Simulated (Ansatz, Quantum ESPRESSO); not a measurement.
# Band edges of 1T-GeBr2, 1 layer under strain, part 2 of 2

Aim: band edges, gap and stiffness of 1T-GeBr2, 1 layer under biaxial strain.

Quantum ESPRESSO 7.5; plane-wave DFT, PBE, GBRV ultrasoft pseudopotentials; geometry by Ansatz 0.2.0 with PAW datasets.

So far: Set-up; Relaxation with Ansatz.

## (3) The script

Under ESM bc1 levels count from the vacuum, or from the mean of the two vacuum levels where the sheet has a dipole, so band edges at unlike strains can be compared.

Level of this step: plane-wave DFT, PBE, GBRV ultrasoft pseudopotentials (Quantum ESPRESSO 7.5).

Contents of run.py:

```python
import json
import numpy as np
from ase import Atoms
from ase.calculators.espresso import Espresso, EspressoProfile

profile = EspressoProfile(command='mpirun -n 2 pw.x -nk 2', pseudo_dir='../pseudo')
pseudopotentials = {'Br': 'br_pbe_v1.4.uspp.F.UPF', 'Ge': 'ge_pbe_v1.4.uspp.F.UPF'}
system = {'ecutwfc': 40, 'ecutrho': 200, 'occupations': 'smearing', 'smearing': 'fd', 'degauss': 0.002}


def calculator(name, kpts, **extra):
    data = dict(control=dict(tprnfor=True, verbosity='high', disk_io='none'),
                system=system | extra,
                electrons=dict(conv_thr=1e-09, mixing_beta=0.4, mixing_mode='plain',
                               electron_maxstep=100))
    return Espresso(profile=profile, directory=name, pseudopotentials=pseudopotentials, kpts=kpts, input_data=data)


def centre(atoms):
    z = atoms.positions[:, 2]
    atoms.positions[:, 2] -= (z.max() + z.min()) / 2  # ESM wants the slab about z = 0
    return atoms

sheet = Atoms(
    ['Br', 'Ge', 'Br'],
    scaled_positions=[
        [0.6666666667, 0.3333333333, 0.4099594611],
        [0.0000000000, 0.0000000000, 0.5000000919],
        [0.3333333333, 0.6666666667, 0.5900404470]],
    cell=[
        [4.073445707828, 0.000000000000, 0.000000000000],
        [-2.036722853914, 3.527707463915, 0.000000000000],
        [0.000000000000, 0.000000000000, 17.803090963500]],
    pbc=True)

rows = []
for strain in [-0.03, -0.015, 0.0, 0.015, 0.03]:
    atoms = sheet.copy()
    atoms.set_cell(sheet.cell.array * [[1 + strain], [1 + strain], [1]], scale_atoms=True)
    atoms = centre(atoms)
    atoms.calc = calculator(f's{strain:+.3f}', (12, 12, 1), assume_isolated='esm', esm_bc='bc1', nbnd=18)
    energy = atoms.get_potential_energy()
    levels = np.array([atoms.calc.get_eigenvalues(kpt=i) for i in range(len(atoms.calc.get_ibz_k_points()))])
    top, bottom = levels[:, 13].max(), levels[:, 14].min()
    direct = (levels[:, 14] - levels[:, 13]).min()
    rows.append([strain, energy, top, bottom, direct])
    print(f'strain {strain:+.3f}: E = {energy:.5f} eV, valence top {top:.3f}, conduction bottom {bottom:.3f}, '
          f'gap {bottom - top:.3f}, least direct gap {direct:.3f} eV')

x, energy, top, bottom, direct = np.array(rows).T
area = np.linalg.norm(np.cross(*sheet.cell[:2]))
stiffness = np.polyfit(x, energy, 2)[0] / area * 16.0218  # C11 + C12, heights clamped
print(f'valence and conduction edges move by {np.polyfit(x, top, 1)[0]:.2f} and {np.polyfit(x, bottom, 1)[0]:.2f} eV per unit biaxial strain')
print(f'C11 + C12 with clamped heights: {stiffness:.1f} N/m')
json.dump(dict(rows=rows, stiffness=stiffness), open('result.json', 'w'))
```

Launch:

```
> OMP_NUM_THREADS=1 python run.py
```

Log:

```text
strain -0.030: E = -4183.33147 eV, valence top -6.328, conduction bottom -3.990, gap 2.338, least direct gap 2.868 eV
strain -0.015: E = -4183.36379 eV, valence top -6.481, conduction bottom -4.136, gap 2.345, least direct gap 2.866 eV
strain +0.000: E = -4183.37363 eV, valence top -6.619, conduction bottom -4.273, gap 2.346, least direct gap 2.860 eV
strain +0.015: E = -4183.36331 eV, valence top -6.742, conduction bottom -4.400, gap 2.342, least direct gap 2.848 eV
strain +0.030: E = -4183.33490 eV, valence top -6.840, conduction bottom -4.519, gap 2.321, least direct gap 2.829 eV
valence and conduction edges move by -8.56 and -8.82 eV per unit biaxial strain
C11 + C12 with clamped heights: 50.1 N/m
```

Run time: 11 min. Hardware: 2 MPI ranks of Arm Neoverse N1, shared host; peak memory 0.52 GiB; 21 min of CPU time.

The input that ASE wrote for the first run, and its log:

```
&CONTROL
   verbosity        = 'high'
   tprnfor          = .true.
   disk_io          = 'none'
   pseudo_dir       = '../pseudo'
/
&SYSTEM
   nbnd             = 18
   ecutwfc          = 40
   ecutrho          = 200
   occupations      = 'smearing'
   degauss          = 0.002
   smearing         = 'fd'
   assume_isolated  = 'esm'
   esm_bc           = 'bc1'
   ntyp             = 2
   nat              = 3
   ibrav            = 0
/
&ELECTRONS
   electron_maxstep = 100
   conv_thr         = 1e-09
   mixing_mode      = 'plain'
   mixing_beta      = 0.4
/
&IONS
/
&CELL
/
&FCP
/
&RISM
/
ATOMIC_SPECIES
Br 79.904 br_pbe_v1.4.uspp.F.UPF
Ge 72.63 ge_pbe_v1.4.uspp.F.UPF

K_POINTS automatic
12 12 1  0 0 0

CELL_PARAMETERS angstrom
3.95124233659316 0.00000000000000 0.00000000000000
-1.97562116829658 3.42187623999755 0.00000000000000
0.00000000000000 0.00000000000000 17.80309096350000

ATOMIC_POSITIONS angstrom
Br 1.9756211685 1.1406254132 -1.6029990864  
Ge 0.0000000000 0.0000000000 0.0000024542  
Br -0.0000000002 2.2812508268 1.6029990864
```

```text
Program PWSCF v.7.5 starts
[citation notice left out]

     Parallel version (MPI & OpenMP), running on       2 processor cores
     Number of MPI processes:                 2
     Threads/MPI process:                     1

     MPI processes distributed on     1 nodes
[... 1 line left out ...]

Warning: card &CELL ignored
Warning: card &FCP ignored
Warning: card &RISM ignored

     Current dimensions of program PWSCF are:
     Max number of different atomic species (ntypx) = 10
     Max number of k-points (npk) =  40000
     Max angular momentum in pseudopotentials (lmaxx) =  4
     Message from routine setup:
     using ibrav=0 with symmetry is DISCOURAGED, use correct ibrav instead

     K-points division:     npool     =       2
     Subspace diagonalization in iterative solution of the eigenvalue problem:
     a serial algorithm will be used

     G-vector sticks info
     --------------------
     sticks:   dense  smooth     PW     G-vecs:    dense   smooth      PW
     Sum         769     613    187                77503    55455    8959

     Using Slab Decomposition

     bravais-lattice index     =            0
     lattice parameter (alat)  =       7.4668  a.u.
     unit-cell volume          =    1624.3888 (a.u.)^3
     number of atoms/cell      =            3
     number of atomic types    =            2
     number of electrons       =        28.00
     number of Kohn-Sham states=           18
     kinetic-energy cutoff     =      40.0000  Ry
     charge density cutoff     =     200.0000  Ry
     scf convergence threshold =      1.0E-09
     mixing beta               =       0.4000
     number of iterations used =            8  plain     mixing
     Exchange-correlation=  SLA  PW   PBX  PBC
                           (   1   4   3   4   0   0   0)

     Effective Screening Medium Method
     =================================
     Boundary Conditions: Vacuum-Slab-Vacuum
     total charge in unit cell        =   0.0000
     grid points for fit at edges     =        4

[... 10 lines left out ...]
     PseudoPot. # 1 for Br read from file:
     ../pseudo/br_pbe_v1.4.uspp.F.UPF
     Pseudo is Ultrasoft + core correction, Zval =  7.0
     Generated by new atomic code, or converted to UPF format
     Using radial grid of  879 points,  6 beta functions with:
                l(1) =   0
                l(2) =   0
                l(3) =   1
                l(4) =   1
                l(5) =   2
                l(6) =   2
     Q(r) pseudized with  8 coefficients,  rinner =    1.100   1.100   1.100
                                                       1.100   1.100

     PseudoPot. # 2 for Ge read from file:
     ../pseudo/ge_pbe_v1.4.uspp.F.UPF
     Pseudo is Ultrasoft + core correction, Zval = 14.0
     Generated by new atomic code, or converted to UPF format
     Using radial grid of  873 points,  6 beta functions with:
                l(1) =   0
[... 587 lines left out ...]

          k = 0.0000 0.0000 0.0000 (  6973 PWs)   bands (ev):

   -30.3367 -30.3367 -30.3332 -30.3312 -30.3312 -21.0801 -20.4957 -13.1656
    -8.2148  -7.8564  -7.8564  -7.7159  -7.7159  -6.8580  -3.9900  -2.7611
    -2.7611  -0.6101

     occupation numbers
     1.0000   1.0000   1.0000   1.0000   1.0000   1.0000   1.0000   1.0000
     1.0000   1.0000   1.0000   1.0000   1.0000   1.0000   0.0000   0.0000
     0.0000   0.0000

[... 144 lines left out ...]

     the Fermi energy is    -5.0322 ev

!    total energy              =    -307.46921906 Ry
     estimated scf accuracy    <          2.4E-10 Ry
     smearing contrib. (-TS)   =       0.00000000 Ry
     internal energy E=F+TS    =    -307.46921906 Ry

     The total energy is F=E-TS. E is the sum of the following terms:
     one-electron contribution =     401.74042502 Ry
     hartree contribution      =    -193.52126548 Ry
     xc contribution           =    -110.45102258 Ry
     ewald contribution        =    -405.23735602 Ry

     convergence has been achieved in  23 iterations

     negative rho (up, down):  3.777E-05 0.000E+00

     Forces acting on atoms (cartesian axes, Ry/au):

     atom    1 type  1   force =     0.00000000   -0.00000000   -0.01197767
     atom    2 type  2   force =     0.00000000    0.00000000    0.00000000
     atom    3 type  1   force =    -0.00000000    0.00000000    0.01197767
     The non-local contrib.  to forces
     atom    1 type  1   force =     0.00000000    0.00000000   -0.02020590
     atom    2 type  2   force =     0.00000000   -0.00000000    0.00000000
     atom    3 type  1   force =     0.00000000   -0.00000000    0.02020590
     The ionic contribution  to forces
     atom    1 type  1   force =    -0.00000000    0.00000000  -34.80633632
     atom    2 type  2   force =     0.00000000    0.00000000    0.00002644
     atom    3 type  1   force =     0.00000000   -0.00000000   34.80630988
     The local contribution  to forces
     atom    1 type  1   force =    -0.00000000    0.00000000   34.83369479
     atom    2 type  2   force =     0.00000000    0.00000000   -0.00112127
     atom    3 type  1   force =     0.00000000   -0.00000000  -34.83369525
     The core correction contribution to forces
     atom    1 type  1   force =     0.00000000   -0.00000000   -0.01915294
     atom    2 type  2   force =     0.00000000    0.00000000   -0.00012842
     atom    3 type  1   force =    -0.00000000    0.00000000    0.01915294
     The Hubbard contrib.    to forces
     atom    1 type  1   force =     0.00000000    0.00000000    0.00000000
     atom    2 type  2   force =     0.00000000    0.00000000    0.00000000
     atom    3 type  1   force =     0.00000000    0.00000000    0.00000000
     The SCF correction term to forces
     atom    1 type  1   force =    -0.00000000    0.00000000    0.00000924
     atom    2 type  2   force =     0.00000000    0.00000000   -0.00000002
     atom    3 type  1   force =     0.00000000   -0.00000000   -0.00000924

     Total force =     0.016939     Total SCF correction =     0.000013
     Message from routine punch:
     Nothing written, as per user request (disk_io='none')

[... 1 line left out ...]

[... 1 line left out ...]

[... 1 line left out ...]

[... 3 lines left out ...]

[... 1 line left out ...]

[... 2 lines left out ...]

[... 1 line left out ...]

[... 1 line left out ...]

=------------------------------------------------------------------------------=
   JOB DONE.
=------------------------------------------------------------------------------=
```

Numbers from this step:

```
biaxial stiffness : 50.13 N/m
```

Table of band edge from the vacuum level by biaxial strain:

```
biaxial strain (%)  valence top (eV)  conduction bottom (eV)
             -3.00             -6.33                   -3.99
             -1.50             -6.48                   -4.14
              0.00             -6.62                   -4.27
              1.50             -6.74                   -4.40
              3.00             -6.84                   -4.52
```

The gap by biaxial strain:

| biaxial strain (%) | on the mesh (eV) | least direct (eV) |
| --- | --- | --- |
| -3.00 | 2.34 | 2.87 |
| -1.50 | 2.34 | 2.87 |
| 0.00 | 2.35 | 2.86 |
| 1.50 | 2.34 | 2.85 |
| 3.00 | 2.32 | 2.83 |

The energy over the lowest by biaxial strain:

```
biaxial strain (%)  energy over the lowest (meV)
             -3.00                          42.2
             -1.50                          9.84
              0.00                             0
              1.50                          10.3
              3.00                          38.7
```

## (4) The script: LDA, GBRV ultrasoft

Level of this step: plane-wave DFT, LDA, GBRV ultrasoft pseudopotentials (Quantum ESPRESSO 7.5).

run.py, as its differences from the input of step 3:

```diff
@@ -6,3 +6,3 @@
 profile = EspressoProfile(command='mpirun -n 2 pw.x -nk 2', pseudo_dir='../pseudo')
-pseudopotentials = {'Br': 'br_pbe_v1.4.uspp.F.UPF', 'Ge': 'ge_pbe_v1.4.uspp.F.UPF'}
+pseudopotentials = {'Br': 'br_lda_v1.4.uspp.F.UPF', 'Ge': 'ge_lda_v1.4.uspp.F.UPF'}
 system = {'ecutwfc': 40, 'ecutrho': 200, 'occupations': 'smearing', 'smearing': 'fd', 'degauss': 0.002}
```

Launch:

```
> OMP_NUM_THREADS=1 python run.py
```

Log:

```text
strain -0.030: E = -4167.59966 eV, valence top -6.592, conduction bottom -4.395, gap 2.197, least direct gap 2.754 eV
strain -0.015: E = -4167.57226 eV, valence top -6.739, conduction bottom -4.535, gap 2.203, least direct gap 2.749 eV
strain +0.000: E = -4167.52474 eV, valence top -6.871, conduction bottom -4.666, gap 2.204, least direct gap 2.738 eV
strain +0.015: E = -4167.45943 eV, valence top -6.989, conduction bottom -4.788, gap 2.201, least direct gap 2.722 eV
strain +0.030: E = -4167.37811 eV, valence top -7.088, conduction bottom -4.901, gap 2.187, least direct gap 2.702 eV
valence and conduction edges move by -8.29 and -8.44 eV per unit biaxial strain
C11 + C12 with clamped heights: 44.5 N/m
```

Run time: 10 min. Hardware: 2 MPI ranks; peak memory 0.49 GiB; 20 min of CPU time.

Numbers from this step:

| Item | Value |
| --- | --- |
| biaxial stiffness | 44.47 N/m |

Band edge from the vacuum level against biaxial strain:

```csv
biaxial strain (%),valence top (eV),conduction bottom (eV)
-3.00,-6.59,-4.39
-1.50,-6.74,-4.54
0.00,-6.87,-4.67
1.50,-6.99,-4.79
3.00,-7.09,-4.90
```

The gap by biaxial strain:

| biaxial strain (%) | on the mesh (eV) | least direct (eV) |
| --- | --- | --- |
| -3.00 | 2.20 | 2.75 |
| -1.50 | 2.20 | 2.75 |
| 0.00 | 2.20 | 2.74 |
| 1.50 | 2.20 | 2.72 |
| 3.00 | 2.19 | 2.70 |

Table of energy over the lowest by biaxial strain:

```csv
biaxial strain (%),energy over the lowest (meV)
-3.00,0
-1.50,27.4
0.00,74.9
1.50,140
3.00,222
```

## (5) The script, with pools = 64

Another try, with an input changed as a hurried user might.

Level of this step: plane-wave DFT, PBE, GBRV ultrasoft pseudopotentials (Quantum ESPRESSO 7.5).

run.py, as its differences from the input of step 3:

```diff
@@ -5,3 +5,3 @@
 
-profile = EspressoProfile(command='mpirun -n 2 pw.x -nk 2', pseudo_dir='../pseudo')
+profile = EspressoProfile(command='mpirun -n 2 pw.x -nk 64', pseudo_dir='../pseudo')
 pseudopotentials = {'Br': 'br_pbe_v1.4.uspp.F.UPF', 'Ge': 'ge_pbe_v1.4.uspp.F.UPF'}
@@ -14,3 +14,3 @@
                 electrons=dict(conv_thr=1e-09, mixing_beta=0.4, mixing_mode='plain',
-                               electron_maxstep=100))
+                               electron_maxstep=60))
     return Espresso(profile=profile, directory=name, pseudopotentials=pseudopotentials, kpts=kpts, input_data=data)
@@ -36,3 +36,3 @@
 rows = []
-for strain in [-0.03, -0.015, 0.0, 0.015, 0.03]:
+for strain in [-0.03, -0.015, 0.0]:
     atoms = sheet.copy()
```

Launch:

```
> OMP_NUM_THREADS=1 python run.py
```

Log:

```text
subprocess.CalledProcessError: the calculator's command failed
```

Run time: 2 s. Hardware: 2 MPI ranks; peak memory 0.16 GiB.

The input that ASE wrote for the run that failed, and its log:

```
&CONTROL
   verbosity        = 'high'
   tprnfor          = .true.
   disk_io          = 'none'
   pseudo_dir       = '../pseudo'
/
&SYSTEM
   nbnd             = 18
   ecutwfc          = 40
   ecutrho          = 200
   occupations      = 'smearing'
   degauss          = 0.002
   smearing         = 'fd'
   assume_isolated  = 'esm'
   esm_bc           = 'bc1'
   ntyp             = 2
   nat              = 3
   ibrav            = 0
/
&ELECTRONS
   electron_maxstep = 60
   conv_thr         = 1e-09
   mixing_mode      = 'plain'
   mixing_beta      = 0.4
/
&IONS
/
&CELL
/
&FCP
/
&RISM
/
ATOMIC_SPECIES
Br 79.904 br_pbe_v1.4.uspp.F.UPF
Ge 72.63 ge_pbe_v1.4.uspp.F.UPF

K_POINTS automatic
12 12 1  0 0 0

CELL_PARAMETERS angstrom
3.95124233659316 0.00000000000000 0.00000000000000
-1.97562116829658 3.42187623999755 0.00000000000000
0.00000000000000 0.00000000000000 17.80309096350000

ATOMIC_POSITIONS angstrom
Br 1.9756211685 1.1406254132 -1.6029990864  
Ge 0.0000000000 0.0000000000 0.0000024542  
Br -0.0000000002 2.2812508268 1.6029990864
```

```text
Program PWSCF v.7.5 starts
[citation notice left out]

     Parallel version (MPI & OpenMP), running on       2 processor cores
     Number of MPI processes:                 2
     Threads/MPI process:                     1

     MPI processes distributed on     1 nodes
[... 1 line left out ...]

Warning: card &CELL ignored
Warning: card &FCP ignored
Warning: card &RISM ignored

     Current dimensions of program PWSCF are:
     Max number of different atomic species (ntypx) = 10
     Max number of k-points (npk) =  40000
     Max angular momentum in pseudopotentials (lmaxx) =  4
     Message from routine setup:
     using ibrav=0 with symmetry is DISCOURAGED, use correct ibrav instead

 %%%%%%%%%%%%%%%%%%%%%%%%%%%%%%%%%%%%%%%%%%%%%%%%%%%%%%%%%%%%%%%%%%%%%%%%%%%%%%
     Error in routine mp_start_pools (1):
     invalid number of pools, out of range
 %%%%%%%%%%%%%%%%%%%%%%%%%%%%%%%%%%%%%%%%%%%%%%%%%%%%%%%%%%%%%%%%%%%%%%%%%%%%%%

     stopping ...
```

The input was rejected at the start.

The fault put into the input: more pools than k-points or ranks (pools = 64).

The number of pools must divide the number of ranks; pools beyond the number of k-points stand idle.

## (6) The arithmetic

Under equal strain ε in the plane, E = A (C11 + C12) ε². From the points at ±1.5 %: d²E/dε² = (9.84 + 10.32 − 2 × 0.00) meV / 0.015² = 90 eV, and 90/(2 × 14.370 Å²) × 16.02 = 50 N/m.

## (7) Results

* C11 + C12, heights clamped, PBE, GBRV ultrasoft: 50 N/m
* gap on the mesh at zero strain, PBE, GBRV ultrasoft: 2.35 eV
* valence top below the vacuum at zero strain, PBE, GBRV ultrasoft: 6.62 eV
* shift of the valence top per unit biaxial strain, PBE, GBRV ultrasoft: -8.6 eV
* shift of the conduction bottom per unit biaxial strain, PBE, GBRV ultrasoft: -8.8 eV
* C11 + C12, heights clamped, LDA, GBRV ultrasoft: 44 N/m
* gap on the mesh at zero strain, LDA, GBRV ultrasoft: 2.20 eV
* valence top below the vacuum at zero strain, LDA, GBRV ultrasoft: 6.87 eV
* shift of the valence top per unit biaxial strain, LDA, GBRV ultrasoft: -8.3 eV
* shift of the conduction bottom per unit biaxial strain, LDA, GBRV ultrasoft: -8.4 eV

The sheet's biaxial stiffness comes to 50 N/m and its gap at zero strain to 2.35 eV (PBE, GBRV ultrasoft). From −3 % to +3 % the gap on the mesh goes from 2.34 to 2.32 eV; it is indirect at every strain. Heights are clamped under strain, which makes a sheet with several atomic planes too stiff. Zero strain is the PBE cell; under LDA the energy is lowest at or beyond the end of the range, so its stiffness is taken away from its own minimum. Semilocal gaps are too small. Spin-orbit coupling is left out; depending on the atoms that carry the levels of interest, it can split and shift them by tens to hundreds of meV.

[Logs are printed without paths, hosts, clocks, repeated set-up lines and the standing remarks that a program may print on its own settings, such as how far it seeks lower states.]

[Hosts, paths, dates, database ids (printed as entryN), source tags and the programs' standing remarks are cut or masked in the printed files.]

[Maps of the electrostatic potential energy from Ansatz leave out the sawtooth potential of an applied field or a dipole correction, so their vacuum need not be flat; planar profiles and work functions include it.]
